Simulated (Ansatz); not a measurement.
# Cd_i (4-fold void) in CdS (F-43m): charge-transition levels and formation energies, part 2 of 2

Charge states of Cd_i (4-fold void) in CdS (F-43m), set against the band edges. Model: a cell of 54 host atoms with 1 Cd put in.

Ansatz; place-levels on r2SCAN runs: charge-transition levels and formation energies with image-charge correction and potential alignment at the atomic sites; PAW set soft_1.

So far: Set-up; The runs of each charge state; place-levels, r2SCAN.

## 3. place-levels, r2SCAN (continued)

Levels between the charges placed, in eV above the valence top:

|  | gap (eV) | (+2/+1) | (+1/0) | (0/−1) |
| --- | --- | --- | --- | --- |
| r2SCAN | 1.54 | 1.52 | 1.54 | 1.56 |

Corrections by state:

| charge | moment (μB) | image terms and alignment (eV) | band filling (eV) | ε used | over the lowest of its charge, as the program ranks them, band filling apart (eV) |
| --- | --- | --- | --- | --- | --- |
| +2 | 0.0 | 1.229 | - | 10.34 | 0.000 |
| +1 | 1.0 | 0.454 | - | 10.34 | 0.000 |
| 0 | 0.0 | 0.000 | -0.309 | - | 0.000 |
| −1 | 1.0 | -0.173 | -1.483 | 10.34 | 0.000 |
| 0 | 2.0 | 0.000 | - | - | 0.660 |

The charged structures listed were also run neutral, and place-levels reads from each pair, by the potential or the spins, how wide the charge is by which they differ; that can be the carrier of either run.

| charge | rms radius (Å) | spread where it is widest against the cell (Å) | wide from (Å) | reading |
| --- | --- | --- | --- | --- |
| +2 | 4.4 | 2.57 | 1.76 | wide |
| +1 | 4.0 | 2.30 | 1.76 | wide |
| −1 | 8.5 | 4.92 | 1.76 | wide |

The neutral runs of these pairs need not share the spin of the lowest neutral state, and very wide values only mean spread over the cell.

From the program's caveats on the states, each cut to its opening words:

- charge +2: it parts from the run at its places by a charge that spreads by about 2.6 Å along one vector (1.8 Å or more is wide), by its potential at epsilon 6.49, taken [...]
- charge +2: its alignment with the host at atomic sites is doubtful: the mean over the far sites moves by -0.0653 eV from their farther parts to their nearer, more than [...]
- charge +1 (1 μB): it parts from the run at its places by a charge that spreads by about 2.3 Å along one vector (1.8 Å or more is wide), by the spins about the atoms, where the [...]
- charge +1 (1 μB): its alignment with the host at atomic sites is doubtful: the mean over the far sites moves by -0.0789 eV from their farther parts to their nearer, more than [...]
- charge +1 (1 μB): its moments are held at its close (magnetization.spin_locking), by a field of 0.182 eV a Bohr magneton, and its energy and levels are of the state that this [...]
- charge +1 (1 μB), −1 (1 μB), 0 (2 μB): flagged: stability check not made
- charge 0: a band-filling correction moves a carrier to the host's band edge, which changes its energy by -0.309 eV
- charge 0: its alignment with the host at atomic sites is doubtful: the mean over the far sites moves by -0.0869 eV from their farther parts to their nearer, more than [...]
- charge −1 (1 μB): how wide its charge is, is not read beside other atoms or cores, and a band state would take no correction
- charge −1 (1 μB): a band-filling correction moves a carrier to the host's band edge, which changes its energy by -1.483 eV
- charge −1 (1 μB): its alignment with the host at atomic sites is doubtful: the mean over the far sites moves by -0.1031 eV from their farther parts to their nearer, more than [...]
- charge −1 (1 μB): its moments are held at its close (magnetization.spin_locking), by a field of 0.130 eV a Bohr magneton, and its energy and levels are of the state that this [...]
- charge 0 (2 μB): its alignment with the host at atomic sites is doubtful: the mean over the far sites moves by -0.0926 eV from their farther parts to their nearer, more than [...]
- charge 0 (2 μB): its moments are held at its close (magnetization.spin_locking), by a field of 0.534 eV a Bohr magneton, and its energy and levels are of the state that this [...]

The host's formation energy from the elements is -0.806 eV per atom; it sets how far the chemical potentials can move.

Limit set by the element alone; other compounds of these elements are not counted. Chemical potentials from the elements' reference states: Cd 0.00 eV, S -1.61 eV. Formation energy by charge state (Cd-rich; gap 1.54 eV):

| charge | at valence top (eV) | at conduction bottom (eV) | correction included (eV) |
| --- | --- | --- | --- |
| +2 | -0.36 | 2.72 | 1.23 |
| +1 | 1.16 | 2.70 | 0.45 |
| 0 | 2.70 | 2.70 | -0.31 |
| −1 | 4.26 | 2.72 | -1.66 |

Fermi level (eV), lowest formation energy (eV) and a bar from the least value:
```
     0.00      -0.36 
     0.14      -0.08 ###
     0.28       0.20 #####
     0.42       0.48 ########
     0.56       0.76 ###########
     0.70       1.04 ##############
     0.84       1.32 ################
     0.98       1.60 ###################
     1.12       1.88 ######################
     1.26       2.16 #########################
     1.40       2.44 ###########################
     1.54       2.70 ##############################
```

Limit set by the element alone; other compounds of these elements are not counted. Chemical potentials from the elements' reference states: S 0.00 eV, Cd -1.61 eV. Formation energy by charge state (S-rich; gap 1.54 eV):

| charge | at valence top (eV) | at conduction bottom (eV) | correction included (eV) |
| --- | --- | --- | --- |
| +2 | 1.25 | 4.33 | 1.23 |
| +1 | 2.77 | 4.31 | 0.45 |
| 0 | 4.31 | 4.31 | -0.31 |
| −1 | 5.87 | 4.33 | -1.66 |

| Fermi level (eV) | lowest formation energy (eV) |
| --- | --- |
| 0.00 | 1.25 |
| 0.14 | 1.53 |
| 0.28 | 1.81 |
| 0.42 | 2.09 |
| 0.56 | 2.37 |
| 0.70 | 2.65 |
| 0.84 | 2.93 |
| 0.98 | 3.21 |
| 1.12 | 3.49 |
| 1.26 | 3.77 |
| 1.40 | 4.05 |
| 1.54 | 4.31 |

## 4. Effect of the sampling

The relaxations' own energies give the levels at their sampling, for comparison.

File levels.relax_mesh.yaml:

```yaml
host:
  run: host.relax.run
states: [qm1_M1.relax.run, q0.relax.run, qp1_M1.relax.run, qp2.relax.run, q0_M2.relax.run]
chemical_potentials:
  Cd:
    energy: -8268.253598
    dataset: "<sha256 of the dataset>"
```

Run with:

```
ansatz place-levels levels.relax_mesh.yaml -- --threads 6 --pin off --max-ram 37683MiB
```

Log:

```text
(+2/+1) 1.162 eV above the valence edge, 0.356 eV under the conduction edge
(+1/0) 1.443 eV above the valence edge, 0.075 eV under the conduction edge
[...]
formation energy of charge +2: -0.235 eV with the Fermi level at the valence edge
formation energy of charge +1: +0.927 eV with the Fermi level at the valence edge
formation energy of charge 0: +2.370 eV with the Fermi level at the valence edge
formation energy of charge -1: +3.971 eV with the Fermi level at the valence edge
  edges by r2scan, gap 1.518 eV; the host is sampled to repeats of 12.47 Å
[... the lines on each state left out ...]
```

Wall time 0.16 s (6 threads of AMD EPYC 7R13 (Zen 3), shared host).

Levels between neighbouring charges, in eV above the valence top:

|  | gap (eV) | (+2/+1) | (+1/0) | (0/−1) |
| --- | --- | --- | --- | --- |
| one point at (¼, ¼, ¼) | 1.52 | 1.16 | 1.44 | 1.60 |
| a 2×2×2 shifted mesh | 1.54 | 1.52 | 1.54 | 1.56 |

Going from one point at (¼, ¼, ¼) to a 2×2×2 shifted mesh moves the levels that carry no band-filling term by up to 0.35 eV and formation energies against the elements by up to 0.33 eV; band-filling terms, which differ between samplings, are in these energies.

## 5. Summary of results

```yaml
gap_of_the_host: 1.54 eV (r2SCAN)
level_plus_2_plus_1: 1.52 eV above the valence top
level_plus_1_over_0: 1.54 eV above the valence top, at the conduction bottom (1.85 eV above the valence top without the band-filling term)
level_0_minus_1: 1.56 eV above the valence top, past the conduction bottom (2.74 eV above the valence top without the band-filling term)
lowest_of_the_charges_placed_just_above_the_valence_top_0p02_ev: +2
lowest_of_the_charges_placed_just_below_the_conduction_bottom_0p02_ev: +1
lowest_formation_energy_at_mid_gap_of_the_charges_run_cd_rich: 1.18 eV
lowest_formation_energy_at_mid_gap_of_the_charges_run_s_rich: 2.79 eV
```

**Reading.** Of the charges placed (−1, 0, +1 and +2), the lowest changes at 1.52 eV (+2/+1) above the valence top, in a gap of 1.54 eV. (+2/+1) lies nearer to a band edge than the share of the finite-size correction in it (0.78 eV), and that correction holds for a localised charge alone. (+2/+1) lies 0.02 eV from a band edge, less than the doubt on such levels. Charges above +2 were not placed, so these runs say nothing of levels that involve them. States placed: +2 at 0 μB; +1 at 1 μB; 0 at 0 μB and 2 μB; −1 at 1 μB. Other spin states or structures, where not listed, weren't placed. The program finds carriers beyond a band edge of the host and adds a band-filling term at charge −1 (-1.48 eV) and 0 (-0.31 eV); steps to such a charge show no bound level, and a defect level inside a band would be read the same way. Going from one point at (¼, ¼, ¼) to a 2×2×2 shifted mesh moves the levels that carry no band-filling term by up to 0.35 eV and formation energies against the elements by up to 0.33 eV; band-filling terms, which differ between samplings, are in these energies. The program doubts the alignment of potentials for at least one state, a sign that the cell is small. What this leaves open: r2SCAN makes the gap too small and tends to spread out bound carriers; spin–orbit coupling, which can matter with heavy atoms, is left out; force components of up to 0.39 eV/Å remain in a run at the final settings.

[Logs are printed without paths, hosts, clocks, repeated set-up lines and the standing remarks that a program may print on its own settings, such as how far it seeks lower states.]

[Hosts, paths, dates, database ids (printed as entryN), source tags and the programs' standing remarks are cut or masked in the printed files.]

[Where a table of states has a column of steps, it counts the stored structures, which are thinned; the runs took as many ionic steps or more.]

[A defect's name tells the site on which it was built; relaxed atoms can leave that site.]

[For some hosts the program warned that the k-mesh of the response run may be too coarse for force constants and the static dielectric constant; such warnings are not shown here.]
